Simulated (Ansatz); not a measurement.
## Dielectric response of NaCl (110) films: cost of one run

Ansatz 0.2.0; plane-wave DFT, PBE, Ansatz PAW. The cell holds 16 atoms.

Contents of input.yaml:

```yaml
crystal:
  lattice:
    - [3.98808225, 0.0, 0.0]
    - [0.0, 5.64, 0.0]
    - [0.0, 0.0, 31.9582878606]
  atoms:
    - { symbol: Na, position: [0.5, 0.5, 0.2816170891] }
    - { symbol: Cl, position: [0.5, 0.0, 0.2816170891] }
    - { symbol: Na, position: [0.0, 0.0, 0.3440122065] }
[... 7 atom lines left out ...]
    - { symbol: Na, position: [0.0, 0.0, 0.5935926761] }
    - { symbol: Cl, position: [0.0, 0.5, 0.5935926761] }
    - { symbol: Na, position: [0.5, 0.5, 0.6559877935] }
    - { symbol: Cl, position: [0.5, 0.0, 0.6559877935] }
    - { symbol: Na, position: [0.0, 0.0, 0.7183829109] }
    - { symbol: Cl, position: [0.0, 0.5, 0.7183829109] }
kpoints:
  mp_grid: { grid: [8, 6, 1] }
hamiltonian:
  xc: pbe
scf:
  occupations: { method: fixed }
  convergence: { dr2_threshold: 1.0e-09 }
efield:
  axis: 3
  dipole_correction: true
  ramp_position: 0.97
  ramp_width: 0.06
relax:
  f_tol: 0.003
  max_steps: 100
output:
  write_potential: true
  write_density: true
  volumetric_format: npy
```

On the command line:

```sh
$ ansatz run input.yaml --threads 4 --pin off --max-ram 8192MiB --backend cpu --events-out ev --progress --plain --runs-dir out
```

The cutoff in use is 420 eV. For reference, a run of the same kind (10 atoms, 20 k-points, 50 bands and 11,485 plane waves; 33 SCF cycles) took 46 s and 1.2 GiB on the same hardware.

**Question.** How long does this run take on 4 threads of Intel Xeon Platinum 8259CL at 2.50GHz (Skylake/Cascade Lake), shared host, and how much memory does it need?

A cutoff of 420 eV is a sphere of radius 10.5 Å⁻¹, so a cell of 719 Å³ holds about V·G³/6π² = 14,048 plane waves. At two electrons a band, the 128 electrons need 64 bands, and 16 more are carried. Symmetry cuts the 8×6×1 mesh from 48 to 20 points. The run has 20 k-points, 80 bands and 14,097 plane waves. Taking the work of a cycle as k-points × spins × bands × plane waves, that is 2 times the reference, or 90 s at the reference's 33 cycles. The run needed 35 SCF cycles over 5 ionic steps, which makes it about 96 s. One copy of the wavefunctions takes 0.34 GiB at 16 bytes a coefficient, against 0.17 GiB in the reference; grids, projectors and work arrays come on top. Measured: about 91 s, with a peak of 1.8 GiB. The estimate holds within 25 %.

[Logs are printed without paths, hosts, clocks, repeated set-up lines and the standing remarks that a program may print on its own settings, such as how far it seeks lower states.]

[Hosts, paths, dates, database ids (printed as entryN), source tags and the programs' standing remarks are cut or masked in the printed files.]

[Maps of the electrostatic potential energy from Ansatz leave out the sawtooth potential of an applied field or a dipole correction, so their vacuum need not be flat; planar profiles and work functions include it.]
